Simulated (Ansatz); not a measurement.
# What CaTiSe3 (model cell, started as cubic perovskite with Ti in the octahedra) distorts into, part 2 of 3

Aim: this structure of CaTiSe3 (model cell, started as cubic perovskite with Ti in the octahedra) is to be tested for unstable modes, and one is followed downhill.

Ansatz 0.2.0; DFT PBEsol, scalar-relativistic, plane waves, PAW; PAW set soft_1.

So far, highest frequency on the path or at a solved wavevector (cm⁻¹): step 2 (the dispersion) 288. Also lowest frequency on the path (cm⁻¹): step 2 -104.

The structure was built from a prototype and need not be the compound's stable phase.

### Step 4. The mode frozen in, largest atomic shift 0.6 Å

The atoms are moved along the unstable eigenvector, the largest shift by 0.6 Å, with the cell fixed.

input.yaml reads:

```yaml
crystal:
  lattice:
    - [4.9205037157, 4.9205037157, 0.0]
    - [4.9205037157, 0.0, 4.9205037157]
    - [4.9205037157, 0.0, -4.9205037157]
  atoms:
    - { symbol: Ca, position: [0.0, 0.0, 0.0] }
    - { symbol: Ca, position: [0.0, 0.5, 0.5] }
    - { symbol: Ti, position: [0.5, 0.25, 0.75] }
    - { symbol: Ti, position: [0.5, 0.75, 0.25] }
    - { symbol: Se, position: [0.4137762934, 0.0, 0.0] }
    - { symbol: Se, position: [0.5862237066, 0.5, 0.5] }
    - { symbol: Se, position: [0.0, 0.5862237066, 0.0] }
    - { symbol: Se, position: [0.0, -0.0862237066, 0.5] }
    - { symbol: Se, position: [0.4137762934, 0.0862237066, 0.5] }
    - { symbol: Se, position: [0.5862237066, 0.4137762934, 0.0] }
kpoints:
  mp_grid: { grid: [8, 8, 8] }
hamiltonian:
  xc: pbesol
  pseudopotentials: { kind: paw, azcp: { folder: soft_1 }, xc_functional: pbe }
scf:
  occupations: { method: methfessel_paxton, width: 0.2 }
output:
  forces: true
  stress: true
  eigenvalues: true
```

The run is started by

```bash
$ ansatz run input.yaml --threads 4 --pin off --max-ram 16384MiB --backend cpu --events-out ev --progress --plain --runs-dir out
```

Numbers of over 12 decimals in the logs are rounded to 6 here.

The log of the run:

```text
[...]
Crystal: 10 atoms, lattice volume = 238.264 Å³
Basis set: ecut = 420 eV, 4645 PW (Γ), exchange–correlation on 96×96×96 points (8 copies of the dense FFT grid, shifted against one another)
Bands: 84, of which v1, the nominal top of the filled ones, is band 70 counted from 1 (69 counted from 0)
Symmetry: 12 space group operations
[...]
k-points: 65 of 512
[...]
k-point 0: bands = [... 66 lower, 7.5266, 7.9039, 7.9039, 8.3076, 8.3076, 8.3485, 8.4507, 9.2682, ... 10 higher]
  k-point 1: bands = [... 66 lower, 7.4184, 7.8797, 7.8797, 7.8934, 8.5629, 8.5629, 8.6139, 9.3390, ... 10 higher]
  k-point 2: bands = [... 66 lower, 7.2428, 7.2428, 7.7654, 7.7654, 8.7571, 8.9046, 8.9046, 9.4512, ... 10 higher]
  k-point 64: bands = [... 66 lower, 6.7667, 7.0308, 7.6649, 7.7043, 8.7387, 9.0354, 9.1870, 9.4904, ... 10 higher]
[key lines of the parts left out:]
SCF converged after 10 iterations
Free energy (F): -41093.673835 eV
Fermi energy:    8.234010 eV
P = ⅓ Tr σ = -1.9093 GPa (-19.093 kbar)
```

Wall time 28 s (4 threads of Arm Neoverse V1, shared host); peak memory 1.3 GiB.

Numbers from this step:

- pressure: -1.909 GPa
- energy from the undistorted cell: -159.9 meV/atom

The energy, extrapolated to zero smearing, is -159.88 meV/atom against the undistorted cell.

The run ends at a pressure of -1.91 GPa, with forces up to 0.12 eV/Å.

### Step 5. Energy along the mode, all amplitudes (two of the runs are shown above)

An imaginary frequency means negative curvature, so the energy should fall and then rise again as anharmonic terms take over.

This step gave:

* depth at the lowest point sampled: 159.9 meV/atom
* largest atomic shift at that point: 0.6 Å

The energy from the parent by largest atomic shift:

```
largest atomic shift (Å)  energy from the parent (meV/atom)
                   0.000                                  0
                   0.040                              -1.38
                   0.080                              -5.51
                   0.140                              -16.6
                   0.220                              -39.4
                   0.320                              -76.6
                   0.450                               -126
                   0.600                               -160
```

Displacement at unit largest shift by atom:

```
atom   x (Å)   y (Å)   z (Å)   size
 Ca1   0.000   0.000   0.000  0.000
 Ca2   0.000   0.000   0.000  0.000
 Ti3   0.000   0.000   0.000  0.000
 Ti4   0.000   0.000   0.000  0.000
 Se5  -0.707  -0.707   0.000  1.000
 Se6   0.707   0.707   0.000  1.000
 Se7   0.707   0.000   0.707  1.000
 Se8  -0.707   0.000  -0.707  1.000
 Se9   0.000  -0.707   0.707  1.000
Se10   0.000   0.707  -0.707  1.000
```

The lowest of the steps tried is the last one, at 0.6 Å, 160 meV/atom below the parent; the bottom of the well need not coincide with a step.

### Step 6. Relaxing from the distorted cell

Starting from the lowest point found, all atoms and the cell are let go, so that strain and other modes of the same symmetry can join in.

Changes to input.yaml since step 4:

```diff
@@ -27 +27,6 @@
   eigenvalues: true
+relax:
+  adjacent_minimum: "off"
+  f_tol: 0.002
+  max_steps: 120
+  cell: { stress_tol: 0.03 }
```

The log of the run:

```text
[...]
Crystal: 10 atoms, lattice volume = 238.264 Å³
Basis set: ecut = 420 eV, 4645 PW (Γ), exchange–correlation on 96×96×96 points (8 copies of the dense FFT grid, shifted against one another)
Bands: 84, of which v1, the nominal top of the filled ones, is band 70 counted from 1 (69 counted from 0)
Symmetry: 12 space group operations
[...]
k-points: 65 of 512
[...]
SCF iter   1: F=—  HF=-41098.548104 eV  |F-HF|=—  |Δ(HF+E_count)|=         —  Δρ=8.65e-2  dr2=3.33e1  ethr=3.10e-3  ⟨swp⟩=7.1  Hψ=21032  notcnv=0
[...]
SCF iter  10: F=-41093.673835 eV  HF=-41093.673835 eV  |F-HF|=3.33e-9  |Δ(HF+E_count)|=   6.08e-8  S|Δr|=    0.00e0  Δρ=3.19e-6  dr2=3.66e-8  ethr=7.14e-11  ⟨swp⟩=11.9  Hψ=26460  notcnv=0
SCF 1 converged in 10 iterations: F = -41093.673835 eV  dr2 = 3.66e-8
[...]
relax step   1: F+E_penalty+E_count = -41093.67383497 eV  Δ(F+E_penalty+E_count) = +0.000e0 eV  max|allowed force component| = 8.706e-2 eV/Å  Δτ_max = 0.0000 Å  P = -1.909 GPa  Ω = 238.264 Å³  (10 SCF iters, dr2 threshold 1.00e-7 eV, accepted)
Crystal: 10 atoms, lattice volume = 227.621 Å³
Basis set: ecut = 420 eV, 4447 PW (Γ), exchange–correlation on 96×96×96 points (8 copies of the dense FFT grid, shifted against one another)
[...]
SCF iter   7: F=-41093.812190 eV  HF=-41093.812190 eV  |F-HF|=1.49e-8  |Δ(HF+E_count)|=   7.41e-9  S|Δr|=    0.00e0  Δρ=1.13e-5  dr2=3.57e-7  ethr=7.14e-10  ⟨swp⟩=9.1  Hψ=29932  notcnv=0
SCF 2 converged in 7 iterations: F = -41093.812190 eV  dr2 = 3.57e-7
[...]
relax step   2: F+E_penalty+E_count = -41093.81218994 eV  Δ(F+E_penalty+E_count) = -1.384e-1 eV  max|allowed force component| = 1.481e-2 eV/Å  Δτ_max = 0.0557 Å  P = +0.490 GPa  Ω = 227.621 Å³  energy of the carried Pulay correction = +8.578e-4 eV  (7 SCF iters, dr2 threshold 1.00e-6 eV, accepted)
Crystal: 10 atoms, lattice volume = 228.762 Å³
Basis set: ecut = 420 eV, 4475 PW (Γ), exchange–correlation on 96×96×96 points (8 copies of the dense FFT grid, shifted against one another)
[...]
SCF iter   5: F=-41093.816801 eV  HF=-41093.816801 eV  |F-HF|=2.09e-7  |Δ(HF+E_count)|=   1.47e-7  S|Δr|=    0.00e0  Δρ=6.45e-6  dr2=1.01e-7  ethr=7.14e-10  ⟨swp⟩=8.0  Hψ=26934  notcnv=0
SCF 3 converged in 5 iterations: F = -41093.816801 eV  dr2 = 1.01e-7
relax step   3: F+E_penalty+E_count = -41093.81680060 eV  Δ(F+E_penalty+E_count) = -4.611e-3 eV  max|allowed force component| = 1.102e-3 eV/Å  Δτ_max = 0.0007 Å  P = -0.001 GPa  Ω = 228.762 Å³  energy of the carried Pulay correction = +7.640e-4 eV  (5 SCF iters, dr2 threshold 1.00e-6 eV, accepted)
Basis set: ecut = 420 eV, 4475 PW (Γ), exchange–correlation on 96×96×90 points (8 copies of the dense FFT grid, shifted against one another)
[...]
SCF iter   7: F=-41093.815957 eV  HF=-41093.815957 eV  |F-HF|=1.46e-11  |Δ(HF+E_count)|=  1.46e-11  S|Δr|=    0.00e0  Δρ=3.60e-8  dr2=5.50e-12  ethr=1.00e-12  ⟨swp⟩=4.3  Hψ=17358  notcnv=0
SCF 4 converged in 7 iterations: F = -41093.815957 eV  dr2 = 5.50e-12
[...]
relax step   4: F+E_penalty+E_count = -41093.81595703 eV  Δ(F+E_penalty+E_count) = +8.436e-4 eV  max|allowed force component| = 1.095e-3 eV/Å  Δτ_max = 0.0000 Å  P = +0.001 GPa  Ω = 228.762 Å³  stress off target by 6.38e-3 GPa  SCF on the basis re-selected at this cell (its energy is not comparable with the rows above)  (7 SCF iters)
basis re-selected at this cell: Δ(F+E_penalty+E_count) = +8.436e-4 eV, ΔP = +0.002 GPa vs the last step (what re-selecting the basis moved, of the pressure what is left beyond the Pulay correction that the steps carried, after the strain that the cell walked since its last selection, with what the two solves' SCF thresholds leave and, on support functions, any second-order correction that the steps lacked; it is no measure of the basis error at this ecutwfc). The dense FFT grid was sized anew with the basis: this SCF ran on 48×48×45 points, the steps before it on 48×48×48, so part of this shift can come from that change (see relax.cell in the input reference). [rest of the remark cut]
SCF converged after 7 iterations
[...]
Free energy (F): -41093.815957 eV
[...]
Internal energy: -41093.819688 eV  (E = F + TS)
E sigma→0 (E₀):  -41093.816890 eV
Entropy (-TS):   0.003731 eV (0.373 meV/atom)
Fermi energy:    8.857526 eV
[...]
--- Forces (eV/Å), atoms counted from 1 ---
  atom   1  Ca     0.00000000     0.00000000    -0.00000000
  atom   2  Ca     0.00000000    -0.00000000     0.00000000
  atom   3  Ti     0.00000000    -0.00000000    -0.00000000
  atom   4  Ti     0.00000000     0.00000000    -0.00000000
  atom   5  Se     0.00109491     0.00109491    -0.00000000
  atom   6  Se    -0.00109491    -0.00109491     0.00000000
  atom   7  Se    -0.00109491     0.00000000    -0.00109491
  atom   8  Se     0.00109491    -0.00000000     0.00109491
  atom   9  Se     0.00000000     0.00109491    -0.00109491
  atom  10  Se    -0.00000000    -0.00109491     0.00109491
  max |Σ_I F_I| component: 1.08e-18 eV/Å
--- Stress (GPa, compression-positive) ---
        0.000537       0.003458       0.003458
        0.003458       0.000537      -0.003458
        0.003458      -0.003458       0.000537
  P = ⅓ Tr σ = 0.0005 GPa (0.005 kbar)
--- Band table (eV; the first three rows and the last of 65) ---
  k-point 0: bands = [... 66 lower, 8.0538, 8.4064, 8.4064, 8.7914, 8.8925, 8.8925, 9.2787, 9.8398, ... 10 higher]
  k-point 1: bands = [... 66 lower, 7.8538, 8.2729, 8.2729, 8.5451, 9.1771, 9.1771, 9.2011, 9.9022, ... 10 higher]
  k-point 2: bands = [... 66 lower, 7.5553, 7.8022, 8.1582, 8.1582, 9.2733, 9.5027, 9.5027, 9.9953, ... 10 higher]
  k-point 64: bands = [... 66 lower, 7.1374, 7.5165, 8.1371, 8.3924, 9.2748, 9.5531, 9.7204, 10.0805, ... 10 higher]
--- Relaxed structure (3 steps of the walk, 3 accepted, 1 SCFs on fresh bases) ---
  F+E_penalty+E_count = -41093.81595703 eV   max|allowed force component| = 1.095e-3 eV/Å   (the final SCF, on the basis selected at the relaxed cell)
  cell:  # Å, volume = 228.7623 Å³
    - [4.954331, 4.954331, 0.0]
    - [4.954331, 2.7755575615628914e-17, 4.954331]
    - [4.758100, 0.196231, -4.758100]
  atoms:
    - { symbol: Ca, position: [1.3661311641655428e-19, -1.3661311641655481e-19, 0] }
    - { symbol: Ca, position: [-1.1384122811097797e-18, 0.500000, 0.5] }
    - { symbol: Ti, position: [0.500000, 0.250000, 0.75] }
    - { symbol: Ti, position: [0.500000, 0.75, 0.250000] }
    - { symbol: Se, position: [0.405876, 2.1289759942277986e-19, -2.312134025703121e-19] }
    - { symbol: Se, position: [0.594124, 0.500000, 0.500000] }
    - { symbol: Se, position: [1.734723475976807e-18, 0.594124, 0.0] }
    - { symbol: Se, position: [0.0, -0.094124, 0.5] }
    - { symbol: Se, position: [0.405876, 0.094124, 0.500000] }
    - { symbol: Se, position: [0.594124, 0.405876, 2.7755575615628914e-17] }
```

Run time: 1.9 min. Hardware: 4 threads; peak memory 1.4 GiB.

Relaxation path:

```
step  energy less that of the first step (eV)  largest force component (eV/Å)  pressure (GPa)  volume (Å³)
   1                                   0.0000                          0.0871           -1.91       238.26
   2                                  -0.1384                          0.0148            0.49       227.62
   3                                  -0.1430                          0.0011            0.00       228.76
  4*                                  -0.1421                          0.0011            0.00       228.76
```

Relaxation steps marked * repeat the geometry before them on a plane-wave basis chosen anew for their cell, so energy and pressure can jump there.

Forces are held to the 12 operations that the run works with; a distortion that breaks them can't arise in this run.

```
conventional cell, symmetrised  before   after  change
                         a (Å)   6.959   7.006  +0.7 %
                         b (Å)   6.959   7.006  +0.7 %
                         c (Å)  17.045  16.143  -5.3 %
              volume (Å³/atom)   23.83   22.88  -4.0 %
```

The atoms that moved most (Å, as changes of fractional coordinates times the final cell):

```
atom      dx      dy      dz  length
Se10   0.000   0.039  -0.039   0.055
 Se6   0.039   0.039   0.000   0.055
 Se7   0.039   0.000   0.039   0.055
 Se9   0.000  -0.039   0.039   0.055
 Se8  -0.039   0.000  -0.039   0.055
 Se5  -0.039  -0.039   0.000   0.055
```

Numbers from this step:

- pressure: 5.37e-4 GPa
- volume per atom: 22.88 Å³

The distorted start has space group R-3c; the relaxation ends in R-3c.

### Step 7. The new phase in its own primitive cell

The relaxed structure is symmetrised, reduced to its primitive cell and relaxed tightly, as its phonons need.

input.yaml reads:

```yaml
crystal:
  lattice:
    - [3.5032409652, 2.0225971143, 5.3808861983]
    - [-3.5032409652, 2.0225971143, 5.3808861983]
    - [0.0, -4.0451942286, 5.3808861983]
  atoms:
    - { symbol: Ca, position: [0.75, 0.75, 0.75] }
    - { symbol: Ca, position: [0.25, 0.25, 0.25] }
    - { symbol: Ti, position: [0.5, 0.5, 0.5] }
    - { symbol: Ti, position: [0.0, 0.0, 0.0] }
    - { symbol: Se, position: [0.155875706, 0.75, 0.344124294] }
    - { symbol: Se, position: [0.844124294, 0.25, 0.655875706] }
    - { symbol: Se, position: [0.344124294, 0.155875706, 0.75] }
    - { symbol: Se, position: [0.655875706, 0.844124294, 0.25] }
    - { symbol: Se, position: [0.25, 0.655875706, 0.844124294] }
    - { symbol: Se, position: [0.75, 0.344124294, 0.155875706] }
kpoints:
  mp_grid: { grid: [6, 6, 6] }
hamiltonian:
  xc: pbesol
  pseudopotentials: { kind: paw, azcp: { folder: soft_1 }, xc_functional: pbe }
scf:
  occupations: { method: methfessel_paxton, width: 0.2 }
output:
  forces: true
  stress: true
  eigenvalues: true
relax:
  adjacent_minimum: "off"
  f_tol: 0.001
  max_steps: 60
  cell: { stress_tol: 0.01 }
```

The log of the run:

```text
[...]
Crystal: 10 atoms, lattice volume = 228.762 Å³
Basis set: ecut = 420 eV, 4475 PW (Γ), exchange–correlation on 90×90×90 points (8 copies of the dense FFT grid, shifted against one another)
Bands: 84, of which v1, the nominal top of the filled ones, is band 70 counted from 1 (69 counted from 0)
Symmetry: 12 space group operations
[...]
k-points: 32 of 216
[...]
- { symbol: Ca, position: [0.25, 0.25, 0.25] }
    - { symbol: Ti, position: [0.5, 0.5, 0.5] }
    - { symbol: Ti, position: [0, 0, 0] }
    - { symbol: Se, position: [0.155902, 0.75, 0.344098] }
    - { symbol: Se, position: [0.844098, 0.25, 0.655902] }
    - { symbol: Se, position: [0.344098, 0.155902, 0.75] }
    - { symbol: Se, position: [0.655902, 0.844098, 0.250000] }
    - { symbol: Se, position: [0.25, 0.655902, 0.844098] }
    - { symbol: Se, position: [0.75, 0.344098, 0.155902] }
[key lines of the parts left out:]
SCF converged after 6 iterations
Free energy (F): -41093.808921 eV
Fermi energy:    8.848507 eV
P = ⅓ Tr σ = -0.0056 GPa (-0.056 kbar)
```

The job ended after 41 s (4 threads; peak memory 1 GiB).

Little changed from the start: no atom moved by 0.005 Å and no cell edge by 0.1 %.

This step gave:

| Property | Result |
| --- | --- |
| pressure | -0.005561 GPa |

The largest force component left is 0.23 meV/Å and the pressure is -0.006 GPa, within the tolerances set. The cell now holds 22.88 Å³/atom.

(Continued in part 3 of 3.)

[Logs are printed without paths, hosts, clocks, repeated set-up lines and the standing remarks that a program may print on its own settings, such as how far it seeks lower states.]

[Hosts, paths, dates, database ids (printed as entryN), source tags and the programs' standing remarks are cut or masked in the printed files.]
